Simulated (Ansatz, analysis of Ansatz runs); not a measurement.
# A hop of Na in Na5InO4 (Pmmn), charge 0, part 2 of 4

Aim: the barrier of one jump in Na5InO4 (Pmmn) at charge 0: V_Na hop (2.9 Å). The model is a cell of 40 host atoms with 1 Na taken out; Na is the atom that moves.

Ansatz 0.2.0; plane-wave PAW DFT, r2SCAN; nudged elastic band between two relaxed defect structures.

So far: Starting point; Relaxation of the start point, charge 0.

## (3) Relaxation of the end point, charge 0

Level of this step: plane-wave PAW DFT, r2SCAN; relaxation of all atoms of a defect supercell (Ansatz).

The end point is relaxed in the same cell and settings, so that the two energies compare.

Input file q0_M1.end/input.yaml:

```yaml
crystal:
  lattice:
    - [0.0, 7.57193307, 5.45251831]
    - [7.36502645, 0.0, 5.45251831]
    - [7.36502645, 7.57193307, 0.0]
  atoms:
    - { symbol: Na, position: [0.10523025, 0.15050556, 0.58941216] }
    - { symbol: Na, position: [0.60523025, 0.65050555, 0.08941216] }
[... 5 atom lines left out ...]
    - { symbol: Na, position: [0.34514797, 0.91058784, 0.34949444] }
[... 1 atom line left out ...]
    - { symbol: Na, position: [0.41058784, 0.84514797, 0.89476975] }
[... 3 atom lines left out ...]
    - { symbol: Na, position: [0.34949444, 0.39476975, 0.84514797] }
    - { symbol: Na, position: [0.84949444, 0.89476975, 0.34514797] }
[... 3 atom lines left out ...]
    - { symbol: Na, position: [0.348221, 0.848221, 0.651779] }
[... 1 atom line left out ...]
    - { symbol: In, position: [0.6102807, 0.6102807, 0.3897193] }
[... 3 atom lines left out ...]
    - { symbol: O, position: [0.62535374, 0.39189946, 0.60810054] }
[... 2 atom lines left out ...]
    - { symbol: O, position: [0.3298546, 0.09178746, 0.6701454] }
[... 2 atom lines left out ...]
    - { symbol: O, position: [0.59178746, 0.8298546, 0.40821254] }
[... 1 atom line left out ...]
    - { symbol: O, position: [0.90821254, 0.6701454, 0.59178746] }
[... 2 atom lines left out ...]
    - { symbol: O, position: [0.37464626, 0.60810054, 0.89189946] }
[... 1 atom line left out ...]
    - { symbol: O, position: [0.10810054, 0.87464626, 0.62535374] }
    - { symbol: O, position: [0.60810054, 0.37464626, 0.12535374] }
basis:
  ecutwfc: 500
  xc_grid: 2
hamiltonian:
  xc: r2scan
kpoints:
  mp_grid: { grid: [1, 1, 1] }
magnetization:
  spin_polarized: true
  initial_magnetization: 1
  spin_locking: { lock_magnetization: hard }
scf:
  occupations: { method: fixed }
  max_iter: 100
output:
  forces: true
relax:
  f_tol: 0.02
  max_steps: 70
  random_displacement: { amplitude: 0.03, seed: 2951 }
```

Launch:

```bash
$ ansatz run input.yaml --threads 4 --pin off --max-ram 7536MiB --backend cpu --events-out ev --progress --plain --runs-dir out
```

Numbers of over 12 decimals in the logs are rounded to 6 here.

What it wrote:

```text
[...]
Crystal: 39 atoms, lattice volume = 608.146 Å³
Basis set: ecut = 500 eV, 15439 PW (Γ), exchange–correlation on 144×144×160 points (8 copies of the dense FFT grid, shifted against one another)
Bands: 199, of which v1, the nominal top of the filled ones, is band 160 counted from 1 (159 counted from 0)
Symmetry: 1 space group operations
k-points: 1
[...]
Starting moments: Σ|m| = 1 μB on 39 of 39 sites
[...]
SCF iter   1: F=—  HF=-59857.120856 eV  |F-HF|=—  |Δ(HF+E_count)|=         —  Δρ=4.98e-2 (↑4.17e-2 ↓4.98e-2)  dr2=4.22e1  dr2_τ=1.29e-1  dr2_m=4.91e-1  M=1.000 μB ∫|m|=1.090 μB  β_m=1.20  ethr=3.10e-3  ⟨swp⟩=5.0  Hψ=1110  notcnv=0  defer=64
[...]
- { symbol: Na, position: [0.149301, 0.105976, 0.154441] }
    - { symbol: Na, position: [0.363288, 0.836782, 0.652585] }
    - { symbol: In, position: [0.105786, 0.115681, 0.891184] }
    - { symbol: In, position: [0.611336, 0.607793, 0.397625] }
    - { symbol: In, position: [0.383988, 0.390681, 0.115030] }
    - { symbol: In, position: [0.893774, 0.892960, 0.610925] }
    - { symbol: O, position: [0.117979, 0.893040, 0.110712] }
    - { symbol: O, position: [0.625232, 0.376771, 0.606373] }
    - { symbol: O, position: [0.395281, 0.622619, 0.378220] }
    - { symbol: O, position: [0.891621, 0.132704, 0.869259] }
    - { symbol: O, position: [0.326387, 0.088610, 0.673811] }
    - { symbol: O, position: [0.827791, 0.589666, 0.175112] }
    - { symbol: O, position: [0.108187, 0.325360, 0.910141] }
    - { symbol: O, position: [0.587260, 0.841549, 0.392351] }
[...]
- { symbol: O, position: [0.353268, 0.609830, 0.908996] }
    - { symbol: O, position: [0.872610, 0.105677, 0.393799] }
    - { symbol: O, position: [0.110476, 0.875187, 0.629040] }
    - { symbol: O, position: [0.607055, 0.381438, 0.120195] }
[key lines of the parts left out:]
SCF converged after 2 iterations
Magnetization: 1.0000 μB (160.0000 up, 159.0000 down)
Free energy (F): -59845.333105 eV
Fermi energy:    3.111178 (↑ 3.010530, ↓ 3.111178) eV
```

It took 2.1 min on 4 threads of Arm Neoverse V2, shared host; peak memory 1.4 GiB.

Relaxation path:

```csv
step,energy less that of the first step (eV),largest force component (eV/Å)
1,0.0000,1.0169
2,-0.5582,0.2942
3,-0.6841,0.1056
4,-0.7049,0.0282
5,-0.7080,0.0263
6,-0.7085,0.0116
```

The atoms that moved most (Å, from the sites as typed, ahead of the random displacement, the mean shift of all atoms taken out):

```csv
atom,dx,dy,dz,length
Na9,-0.064,-0.557,-0.110,0.571
Na15,-0.023,0.121,-0.253,0.282
O33,-0.031,0.117,0.198,0.232
O36,0.137,-0.036,-0.104,0.176
O31,-0.033,-0.158,0.042,0.167
O30,-0.021,0.135,0.068,0.152
O25,-0.126,-0.018,-0.080,0.151
Na14,0.019,0.063,0.133,0.148
```

Neighbours of Na19 at the end:

```csv
atom,distance (Å)
O31,2.274
O36,2.280
O28,2.331
O38,2.399
Na10,2.885
Na8,2.971
Na1,3.033
Na14,3.295
```

Numbers from this step:

```yaml
free_energy: -59845.3331 eV
total_moment: 1 μB
integral_of_the_absolute_spin_density: 1.259 μB
spin_contamination: 0.004403
largest_move_from_the_ideal_geometry_of_this_structure_a_common_shift_of_the_far_atoms_taken_out: 0.5549 Å
```

The relaxation gained 0.708 eV and ended with a largest force component of 0.012 eV/Å. The end lies 0.412 eV below the start.

(Continued in part 3 of 4.)

[Logs are printed without paths, hosts, clocks, repeated set-up lines and the standing remarks that a program may print on its own settings, such as how far it seeks lower states.]

[Hosts, paths, dates, database ids (printed as entryN), source tags and the programs' standing remarks are cut or masked in the printed files.]
